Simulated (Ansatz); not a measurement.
# Ag (Fm-3m): phonon-mediated transition temperature, part 2 of 2

Each step names its level of theory.

So far, log mean phonon energy ħω_log (meV): step 2 (coupling and resistivity: PseudoDojo files) 11.8.

## Step 3: Resistivity: finite displacements

Finite displacements in a supercell are the other road to force constants and couplings; here with the base functional.

This step: DFT PBE, scalar-relativistic, plane waves, PAW (Ansatz 0.2.0).

input.yaml reads:

```yaml
crystal:
  lattice:
    - [0.0, 2.07536954, 2.07536954]
    - [2.07536954, 0.0, 2.07536954]
    - [2.07536954, 2.07536954, 0.0]
  atoms:
    - { symbol: Ag, position: [0.0, 0.0, 0.0] }
kpoints:
  mp_grid: { grid: [9, 9, 9] }
hamiltonian:
  xc: pbe
scf:
  occupations: { method: methfessel_paxton, width: 0.2 }
output:
  eigenvalues: true
phonons:
  method: fd
  supercell: [3, 3, 3]
  temperatures: { t_max: 1000, t_step: 50 }
  qpath:
    path:
      - [[0.0, 0.0, 0.0], [0.5, 0.0, 0.5], [0.625, 0.25, 0.625]]
      - [[0.375, 0.375, 0.75], [0.0, 0.0, 0.0], [0.5, 0.5, 0.5], [0.5, 0.25, 0.75], [0.5, 0.0, 0.5]]
    npoints: 10
  electrical_resistivity:
    mesh: [16, 16, 16]
    temperatures: [20.0, 50.0, 80.0, 100.0, 150.0, 200.0, 273.0, 300.0, 400.0, 500.0, 600.0, 800.0]
  superconductivity: { mesh: [16, 16, 16], eliashberg_equations: false }
```

Run with:

```bash
$ ansatz run input.yaml --threads 4 --pin off --max-ram 10240MiB --backend cpu --events-out ev --progress --plain --runs-dir out
```

Numbers of over 12 decimals in the logs are rounded to 6 here.

The log of the run:

```text
[...]
Crystal: 27 atoms, lattice volume = 482.703 Å³
Basis set: ecut = 420 eV, 9409 PW (Γ), exchange–correlation on 120×120×120 points (8 copies of the dense FFT grid, shifted against one another)
Bands: 378, of which v1, the nominal top of the filled ones, is band 257 counted from 1 (256 counted from 0)
Symmetry: 1296 space group operations
k-points: 4 of 27
[...]
SCF iter   1: F=—  HF=-204945.408140 eV  |F-HF|=—  |Δ(HF+E_count)|=         —  Δρ=2.66e-8  dr2=3.52e-12  ethr=1.00e-12  ⟨swp⟩=3.0  Hψ=3538  notcnv=0
[...]
SCF iter   2: F=-204945.408140 eV  HF=-204945.408140 eV  |F-HF|=0.00e0  |Δ(HF+E_count)|=  2.91e-11  S|Δr|=    0.00e0  Δρ=6.57e-9  dr2=1.52e-13  ethr=1.00e-12  ⟨swp⟩=2.0  Hψ=2556  notcnv=0
SCF 1 converged in 2 iterations: F = -204945.408140 eV  dr2 = 1.52e-13
[...]
Symmetry: 8 space group operations
k-points: 6 of 27 (time reversal used)
iter 1 solved again at ethr=1.52e-8 eV; its pass at ethr=3.10e-3 eV (dr2=7.81e-5 eV) is discarded
[...]
SCF iter   8: F=-204945.408125 eV  HF=-204945.408125 eV  |F-HF|=2.91e-11  |Δ(HF+E_count)|=  2.91e-11  S|Δr|=    0.00e0  Δρ=1.22e-8  dr2=6.07e-13  ethr=1.00e-12  ⟨swp⟩=4.0  Hψ=6283  notcnv=0
SCF 2 converged in 8 iterations: F = -204945.408125 eV  dr2 = 6.07e-13
[...]
Crystal: 1 atoms, lattice volume = 17.878 Å³
Basis set: ecut = 420 eV, 339 PW (Γ), exchange–correlation on 40×40×40 points (8 copies of the dense FFT grid, shifted against one another)
Bands: 14, of which v1, the nominal top of the filled ones, is band 10 counted from 1 (9 counted from 0)
Symmetry: 48 space group operations
k-points: 35 of 729
[...]
SCF iter   1: F=—  HF=-7590.570422 eV  |F-HF|=—  |Δ(HF+E_count)|=         —  Δρ=1.04e-3  dr2=9.17e-5  ethr=1.77e-3  ⟨swp⟩=3.9  Hψ=2297  notcnv=0
[...]
SCF iter   6: F=-7590.570672 eV  HF=-7590.570672 eV  |F-HF|=0.00e0  |Δ(HF+E_count)|=   1.90e-9  S|Δr|=    0.00e0  Δρ=1.31e-7  dr2=9.46e-13  ethr=1.00e-12  ⟨swp⟩=2.5  Hψ=999  notcnv=0
SCF 3 converged in 6 iterations: F = -7590.570672 eV  dr2 = 9.46e-13
[...]
NSCF: frozen V_eff on 35 k-points
[...]
SCF converged after 2 iterations
[...]
Free energy (F): -204945.408140 eV
[...]
Internal energy: -204945.427529 eV  (E = F + TS)
E sigma→0 (E₀):  -204945.412987 eV
Entropy (-TS):   0.019389 eV (0.718 meV/atom)
Fermi energy:    16.690449 eV
[...]
--- Band table (eV) ---
  k-point 0: bands = [... 253 lower, 14.2285, 14.2285, 14.2285, 14.2285, 14.2285, 19.3323, 19.3323, 19.3323, ... 117 higher]
  k-point 1: bands = [... 253 lower, 14.7950, 15.4143, 16.2426, 16.2426, 16.2426, 16.8701, 16.8701, 16.8701, ... 117 higher]
  k-point 2: bands = [... 253 lower, 15.4347, 15.4347, 15.4347, 15.4347, 17.0273, 17.0273, 17.0273, 17.0273, ... 117 higher]
  k-point 3: bands = [... 253 lower, 15.8295, 15.8295, 16.8060, 16.8060, 17.2657, 17.2657, 17.2657, 17.2657, ... 117 higher]
--- Phonons: 1 displaced member + reference (amplitude 0.0025 Å, Σ member SCF iterations 8) ---
  symmetry images taken by strict's conditions (phonons.symmetry_images: auto; settled by the scattering of the electrons by the phonons, which is asked for)
  ASR residual: 1.225e-4 → 0.000e0 eV/Å²; symmetrization residual: 8.882e-16 eV/Å²
  largest component of a force at the reference: 4.8e-28 eV/Å
  ASR residual per site (eV/Å²): 1.23e-4
  Γ frequencies (cm⁻¹): 0.00 0.00 0.00
[...]
--- Electrical resistivity: potentials and phonons of a 3×3×3 supercell ---
[...]
at the Fermi level of each mesh (of a tensor a third of its trace):
[...]
16×16×16                     0.1383              8.9642    0.1478    0.1358          11.675
          8×8×8                     0.1389              9.0572    0.1515    0.1436          11.693
          4×4×4                     0.1503              9.3977    0.1582    0.1599          11.492
  resistivity on the deck's mesh, µΩ·cm:
[...]
20.00     5.8574e-3              no     5.8574e-3     5.8574e-3     5.8574e-3       1.1964e-2         7.6751e-3
     50.00     1.5381e-1              no     1.5381e-1     1.5381e-1     1.5381e-1       1.8334e-1         1.5990e-1
     80.00     3.9052e-1             yes     3.9052e-1     3.9052e-1     3.9051e-1       4.1729e-1         4.1248e-1
    100.00     5.4651e-1             yes     5.4651e-1     5.4651e-1     5.4651e-1       5.7148e-1         5.8183e-1
    150.00     9.1650e-1             yes     9.1650e-1     9.1650e-1     9.1650e-1       9.4248e-1         9.8367e-1
    200.00      1.2697e0             yes      1.2697e0      1.2697e0      1.2697e0        1.3006e0          1.3663e0
    273.00      1.7725e0             yes      1.7725e0      1.7725e0      1.7725e0        1.8128e0          1.9099e0
    300.00      1.9565e0             yes      1.9565e0      1.9565e0      1.9565e0        2.0005e0          2.1086e0
    400.00      2.6335e0             yes      2.6335e0      2.6335e0      2.6335e0        2.6919e0          2.8390e0
    500.00      3.3076e0             yes      3.3076e0      3.3076e0      3.3075e0        3.3812e0          3.5658e0
    600.00      3.9811e0             yes      3.9811e0      3.9811e0      3.9811e0        4.0707e0          4.2906e0
    800.00      5.3300e0             yes      5.3300e0      5.3300e0      5.3300e0        5.4545e0          5.7410e0
[...]
vibrations of 27 cells: unjudged by the run; compare a larger repeat
[...]
--- Superconductivity: potentials and phonons of a 3×3×3 supercell ---
[...]
mesh         λ    ħω_log (meV)  μ* declared at (meV)
       16×16×16    0.1478          11.675               13.101
          8×8×8    0.1515          11.693               13.022
          4×4×4    0.1582          11.492               12.847
  λ by the species' shares of the modes' patterns: Ag 0.1478
[...]
0.08      0.000         0.000             -             -             -             -              -
      0.10      0.000         0.000             -             -             -             -              -
      0.12      0.000         0.000             -             -             -             -              -
      0.13      0.000         0.000             -             -             -             -              -
      0.14          -             -             -             -             -             -              -
      0.16          -             -             -             -             -             -              -
      0.20          -             -             -             -             -             -              -
[...]
vibrations of 27 cells: unjudged by the run; compare a larger repeat
[...]
```

Wall time 53 s (4 threads of Intel Xeon Platinum 8559C (Emerald Rapids), shared host); peak memory 3.9 GiB.

This step gave:

```yaml
volume_per_atom: 17.88 Å³
zero_point_energy: 0.01923 eV/cell
highest_frequency_solved_or_plainly_interpolated: 159.1 cm⁻¹
resistivity_at_300_k: 1.956 μΩ cm
coupling_constant_lambda: 0.1478
density_of_states_at_the_fermi_level: 0.1383 states/eV a spin and cell
log_mean_phonon_energy_omega_log: 11.67 meV
transport_coupling_constant_lambda_tr: 0.1358, 0.1358, 0.1358 (xx, yy, zz)
drude_plasma_energy: 8.964, 8.964, 8.964 eV (xx, yy, zz)
resistivity_times_mean_free_path: 8.676, 8.676, 8.676 × 10⁻¹⁶ Ω m² (xx, yy, zz)
second_moment_phonon_energy_omega: 13.10 meV
coupling_lambda_by_branch: 0.0424, 0.0551, 0.0503 (branches by rank of frequency)
```

An empty cell: under 1 mK by a formula, or no transition down to the floor of the Eliashberg search. Transition temperatures:

```tsv
μ*	McMillan Tc (K)	Allen–Dynes Tc (K)
0.08	-	-
0.1	-	-
0.12	-	-
0.13	-	-
0.14	-	-
0.16	-	-
0.2	-	-
```

## Step 4: Electron–phonon run: r2SCAN at its own relaxed cell

The functional sets the lattice constant, the bands and the force constants.

This step: DFT r2SCAN, scalar-relativistic, plane waves, PAW (Ansatz 0.2.0).

input.yaml: that of step 3 with these lines changed.

```diff
@@ -2,5 +2,5 @@
   lattice:
-    - [0.0, 2.07536954, 2.07536954]
-    - [2.07536954, 0.0, 2.07536954]
-    - [2.07536954, 2.07536954, 0.0]
+    - [0.0, 2.0534689269, 2.0534689269]
+    - [2.0534689269, 0.0, 2.0534689269]
+    - [2.0534689269, 2.0534689269, 0.0]
   atoms:
@@ -10,3 +10,3 @@
 hamiltonian:
-  xc: pbe
+  xc: r2scan
 scf:
@@ -16,4 +16,4 @@
 phonons:
-  method: fd
-  supercell: [3, 3, 3]
+  method: dfpt
+  qmesh: [3, 3, 3]
   temperatures: { t_max: 1000, t_step: 50 }
```

The log of the run:

```text
[...]
Crystal: 1 atoms, lattice volume = 17.318 Å³
Basis set: ecut = 500 eV, 459 PW (Γ), exchange–correlation on 120×120×120 points (125 copies of the dense FFT grid, shifted against one another)
Bands: 14, of which v1, the nominal top of the filled ones, is band 10 counted from 1 (9 counted from 0)
Symmetry: 48 space group operations
k-points: 75 of 729 (irreducible under 8 space group operations, time reversal used)
[...]
SCF iter   1: F=—  HF=-7603.965749 eV  |F-HF|=—  |Δ(HF+E_count)|=         —  Δρ=1.05e-2  dr2=1.78e-2  dr2_τ=5.90e-4  ethr=1.77e-3  ⟨swp⟩=4.0  Hψ=5104  notcnv=0
[...]
SCF iter   8: F=-7603.963035 eV  HF=-7603.963035 eV  |F-HF|=2.73e-12  |Δ(HF+E_count)|=  3.73e-11  S|Δr|=    0.00e0  Δρ=9.15e-8  dr2=1.21e-12  dr2_τ=5.47e-14  ethr=1.00e-12  ⟨swp⟩=5.8  Hψ=4094  notcnv=0
SCF 1 converged in 8 iterations: F = -7603.963035 eV  dr2 = 1.21e-12
[...]
DFPT response loops at Γ: preconditioner auto → Kerker (q_TF=auto, 2.771 Å⁻¹) (partly filled bands, converged f_vac=0.000); β = 1.00, the filter's whole step (`scf.mixing.beta` (0.50) is not read by the response loops under this deck's `scf.mixing.preconditioner`; to damp them name `kerker` or `kerker_dos`, under which they read `scf.mixing.beta`, and type it under 1.00, their step now; both keys bind the ground state too); Broyden in place of MSR1
[...]
k-points: 35 of 729
SCF iter   1: F=—  HF=-7603.965749 eV  |F-HF|=—  |Δ(HF+E_count)|=         —  Δρ=1.05e-2  dr2=1.78e-2  dr2_τ=5.90e-4  ethr=1.77e-3  ⟨swp⟩=4.0  Hψ=2359  notcnv=0
[...]
SCF iter   8: F=-7603.963035 eV  HF=-7603.963035 eV  |F-HF|=1.82e-12  |Δ(HF+E_count)|=  4.37e-11  S|Δr|=    0.00e0  Δρ=9.25e-8  dr2=1.24e-12  dr2_τ=5.61e-14  ethr=1.00e-12  ⟨swp⟩=2.2  Hψ=980  notcnv=0
SCF 2 converged in 8 iterations: F = -7603.963035 eV  dr2 = 1.24e-12
[...]
SCF converged after 8 iterations
[...]
Free energy (F): -7603.963035 eV
[...]
Internal energy: -7603.963640 eV  (E = F + TS)
E sigma→0 (E₀):  -7603.963186 eV
Entropy (-TS):   0.000605 eV (0.605 meV/atom)
Fermi energy:    17.425093 eV
[...]
--- Band table (eV; the first three rows and the last of 75) ---
  k-point 0: bands = [... 6 lower, 11.9047, 11.9047, 12.9160, 12.9160, 33.3427, 37.0294, 37.0294, 37.0294]
  k-point 1: bands = [... 6 lower, 12.0015, 12.0015, 12.8860, 12.8860, 33.1233, 34.7728, 37.1739, 37.1739]
  k-point 2: bands = [... 6 lower, 12.1102, 12.1102, 12.9717, 12.9717, 29.5221, 34.1278, 37.2244, 37.2244]
  k-point 74: bands = [... 6 lower, 11.8746, 12.9765, 13.8363, 21.1432, 24.0520, 24.8958, 26.3205, 39.2488]
--- Phonons (Γ-DFPT): 1 representative perturbation + reference, on 75 of 729 k-points (Σ response iterations 9) ---
  k mesh reduced under 8 symmetry operations, with k and −k counted as one. Each operation leaves every solved perturbation unchanged. A smaller set is not considered because the functional reads the kinetic-energy density
  ASR residual: 7.430e-6 → 0.000e0 eV/Å²; symmetrization residual: 3.344e-21 eV/Å²
  ASR residual per site (eV/Å²): 7.43e-6
  Γ frequencies (cm⁻¹): 0.00 0.00 0.00
--- Phonons (arbitrary-q DFPT): 4 irreducible q on the 3×3×3 mesh ---
[...]
interpolated dispersion: 62 rows × 3 modes
[...]
--- Electrical resistivity: potentials and phonons of a 3×3×3 supercell ---
[...]
at the Fermi level of each mesh (of a tensor a third of its trace):
[...]
16×16×16                     0.1292              9.3314    0.1432    0.1331          12.085
          8×8×8                     0.1296              9.4281    0.1475    0.1409          12.100
          4×4×4                     0.1384              9.7479    0.1539    0.1560          11.851
  resistivity on the deck's mesh, µΩ·cm:
[...]
20.00     4.6622e-3              no     4.6622e-3     4.6622e-3     4.6622e-3       9.8247e-3         6.2495e-3
     50.00     1.3163e-1              no     1.3163e-1     1.3163e-1     1.3163e-1       1.5950e-1         1.3555e-1
     80.00     3.4459e-1             yes     3.4459e-1     3.4459e-1     3.4459e-1       3.7028e-1         3.5930e-1
    100.00     4.8639e-1             yes     4.8639e-1     4.8639e-1     4.8639e-1       5.1015e-1         5.1139e-1
    150.00     8.2298e-1             yes     8.2298e-1     8.2298e-1     8.2298e-1       8.4702e-1         8.7307e-1
    200.00      1.1437e0             yes      1.1437e0      1.1437e0      1.1437e0        1.1719e0          1.2170e0
    273.00      1.5996e0             yes      1.5996e0      1.5996e0      1.5996e0        1.6359e0          1.7046e0
    300.00      1.7662e0             yes      1.7662e0      1.7662e0      1.7662e0        1.8059e0          1.8827e0
    400.00      2.3790e0             yes      2.3790e0      2.3790e0      2.3790e0        2.4316e0          2.5370e0
    500.00      2.9888e0             yes      2.9888e0      2.9888e0      2.9888e0        3.0550e0          3.1876e0
    600.00      3.5978e0             yes      3.5978e0      3.5978e0      3.5978e0        3.6783e0          3.8361e0
    800.00      4.8171e0             yes      4.8171e0      4.8171e0      4.8171e0        4.9285e0          5.1336e0
[...]
vibrations of 27 cells: unjudged by the run; compare a larger repeat
[...]
--- Superconductivity: potentials and phonons of a 3×3×3 supercell ---
[...]
mesh         λ    ħω_log (meV)  μ* declared at (meV)
       16×16×16    0.1432          12.085               13.620
          8×8×8    0.1475          12.100               13.533
          4×4×4    0.1539          11.851               13.311
  λ by the species' shares of the modes' patterns: Ag 0.1432
[...]
0.08      0.000         0.000             -             -             -             -              -
      0.10      0.000         0.000             -             -             -             -              -
      0.12      0.000         0.000             -             -             -             -              -
      0.13      0.000         0.000             -             -             -             -              -
      0.14          -             -             -             -             -             -              -
      0.16          -             -             -             -             -             -              -
      0.20          -             -             -             -             -             -              -
[...]
vibrations of 27 cells: unjudged by the run; compare a larger repeat
[...]
```

The job ended after 86 s (4 threads; peak memory 3.5 GiB).

Numbers from this step:

* volume per atom: 17.32 Å³
* zero point energy: 0.02002 eV/cell
* highest frequency, solved or plainly interpolated: 166.8 cm⁻¹
* Debye temperature (second moment): 209 K
* resistivity at 300 K: 1.766 μΩ cm
* coupling constant λ: 0.1432
* density of states at the Fermi level: 0.1292 states/eV a spin and cell
* log mean phonon energy ħω_log: 12.08 meV
* transport coupling constant λ_tr: 0.1331, 0.1331, 0.1331 (xx, yy, zz)
* Drude plasma energy: 9.331, 9.331, 9.331 eV (xx, yy, zz)
* resistivity times mean free path: 8.494, 8.494, 8.494 × 10⁻¹⁶ Ω m² (xx, yy, zz)
* second-moment phonon energy ħω₂: 13.62 meV
* coupling λ by branch: 0.0419, 0.0533, 0.048 (branches by rank of frequency)

An empty cell: under 1 mK by a formula, or no transition down to the floor of the Eliashberg search. Transition temperatures:

```tsv
μ*	McMillan Tc (K)	Allen–Dynes Tc (K)
0.08	-	-
0.1	-	-
0.12	-	-
0.13	-	-
0.14	-	-
0.16	-	-
0.2	-	-
```

Eliashberg function α²F against phonon energy; read off at these points:

```tsv
phonon energy (meV)	α²F	α²F tr
1.00	0	0
1.50	1.9e-4	0
2.00	9.0e-4	1.0e-4
2.50	0.00153	3.0e-4
3.00	0.00218	5.3e-4
3.50	0.00311	0.00108
4.00	0.00405	0.00170
4.50	0.00539	0.00239
5.00	0.00668	0.00350
5.50	0.00814	0.00504
6.00	0.00980	0.00701
6.50	0.0120	0.00994
7.00	0.0146	0.0136
7.50	0.0179	0.0181
8.00	0.0221	0.0241
8.50	0.0276	0.0324
9.00	0.0389	0.0500
9.50	0.0456	0.0616
10.00	0.0481	0.0627
10.50	0.0528	0.0653
11.00	0.0621	0.0738
11.50	0.0790	0.0913
12.00	0.100	0.111
12.50	0.121	0.125
13.00	0.0764	0.0805
13.50	0.0732	0.0689
14.00	0.0765	0.0658
14.50	0.0792	0.0633
15.00	0.0784	0.0594
15.50	0.0722	0.0526
16.00	0.0633	0.0449
16.50	0.0242	0.0146
17.00	0.0358	0.0239
17.50	0.0968	0.0702
18.00	0.148	0.109
18.50	0.156	0.122
18.64	0.159	0.127
19.00	0.0998	0.0811
19.50	0.0604	0.0497
20.00	0.0241	0.0198
```

Twice the integral of α²F/ω over this curve gives λ = 0.14, half of it from below 12.9 meV. Distinct peaks of the Eliashberg function α²F (α²F) stand at 12.56 and 18.64 meV; the one at 18.6 meV is strongest.

## Step 5: Outcome

```json
{"meshes": "q 3×3×3, k 9×9×9, scattering 16×16×16", "coupling constant λ": "0.143", "log mean phonon energy ħω_log": "12.1 meV"}
```

**Reading.** In the last run (r2SCAN, q 3×3×3, k 9×9×9, scattering 16×16×16), with λ = 0.14 and ħω_log = 12.1 meV, Tc at μ* = 0.13 is under 1 mK by the formulas. Wikipedia's list of superconducting elements holds no transition of Ag at normal pressure, in line with the calculation. In that run Allen and Dynes's formula gives no transition above 0.05 K at μ* = 0.10 or more. By the run's own test λ is not converged in the fine mesh: it moves by 3 % between the two finest. The run's transport test calls it not converged in the mesh. These meshes are coarse. Over the runs, λ takes the values 0.146, 0.148 and 0.143, in the order shown. μ* is a typed number, phonons are harmonic, and spin fluctuations are left out; with λ this near or under μ*(1 + 0.62 λ), the formulas give Tc only to its order of magnitude, or none.

[Logs are printed without paths, hosts, clocks, repeated set-up lines and the standing remarks that a program may print on its own settings, such as how far it seeks lower states.]

[Hosts, paths, dates, database ids (printed as entryN), source tags and the programs' standing remarks are cut or masked in the printed files.]
